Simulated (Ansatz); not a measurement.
# Does disorder add resistance in series? Cu(111) layers displaced at 300 K

Two lengths of the disordered region are known. What area resistance does the third give?

**Method.** Ansatz 0.2.0, plane waves with PAW datasets at their recommended cutoffs (420 eV for most), Fermi-Dirac smearing; ballistic transmission by layer matching. The area resistance is RA = A (h/2e²)(1/T − 1/N), with T the zone-mean transmission per spin and N the lead's channels, both averaged over a few energies near the Fermi level; for magnets each spin is taken apart, with h/e², and the two conduct in parallel. Lateral cell 2x2, PBE, a fresh random draw for each length. Atoms are displaced independently, by 0.0778 Å r.m.s. per direction; each RA is scaled by the nominal over the drawn mean square displacement.

Results; the value marked ? is to be predicted:

| length (Å) | channels N | RA (fΩ m²) |
| --- | --- | --- |
| 8.35 | 3.210 | 0.0309 |
| 16.7 | 3.210 | 0.0545 |
| 25.0 | 3.210 | ? |

Worked fit:

Ohm's law makes RA linear in the length: the slope is (0.0545 − 0.0309)/(16.7 − 8.35) = 2.83×10⁻³ fΩ m² per Å, or 2.8 µΩ cm. Then 0.0545 + 2.83×10⁻³ × 8.35. Predicted: 0.0782 fΩ m².

Check against the run:

0.0852 fΩ m², so the prediction is 8.3 % too low. The three lengths together give 3.3 µΩ cm. The two increments are 0.024 and 0.031 fΩ m², roughly as Ohm's law has it, though with one draw for each length that is a weak test.

**Limits.** The scatterers repeat sideways with the small cell. The slope is a raw one; a model of isotropic scattering puts it 1.20 times the bulk value over these lengths.
